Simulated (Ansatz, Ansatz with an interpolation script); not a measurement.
Rows from a G0W0 calculation on ThSO (P4/nmm) (Ansatz 0.2.0; G0W0 on LDA, plane waves, PAW; PAW set soft_1; 4×4×4 mesh, 441 empty bands, screening to 150 eV, PAW set soft_1 files), in eV. Spin-orbit coupling is left out.

```
row  k  band   start       Σx  Σc at the solution      Vxc
  A  Γ    c2  14.432  -12.481              -6.211  -20.370
  B  Γ    c1  13.023   -8.498              -4.679  -14.007
  C  Γ    v1  12.188  -19.801               2.126  -17.180
  D  Γ    c4  15.276  -14.983              -7.541  -24.739
  E  Γ    v2  12.011  -19.813               2.011  -17.354
  F  Γ    c3  15.068  -15.253              -7.495  -25.060
```

Question: Work out each quasiparticle level and how far it moved.

The quasiparticle equation reads E = start + Σx + Σc(E) − Vxc.

| row | E (eV) | shift (eV) |
| --- | --- | --- |
| A | 16.109 | +1.677 |
| B | 13.852 | +0.829 |
| C | 11.693 | −0.495 |
| D | 17.490 | +2.215 |
| E | 11.563 | −0.448 |
| F | 17.380 | +2.312 |

The gap over the computed points goes from 0.83 eV to 2.16 eV.

Limits: not at the basis limit; f levels unsure; no spin-orbit coupling; coarse k mesh.

[Paths, hosts, dates, memory and timing lines, banners, echoed tables and standing remarks are left out of the program output.]

[Logs are printed without paths, hosts, clocks, repeated set-up lines and the standing remarks that a program may print on its own settings, such as how far it seeks lower states.]

[Runs of the session that timed out or met a known fault of the program may be left out.]

[Hosts, paths, dates, database ids (printed as entryN), source tags and the programs' standing remarks are cut or masked in the printed files.]
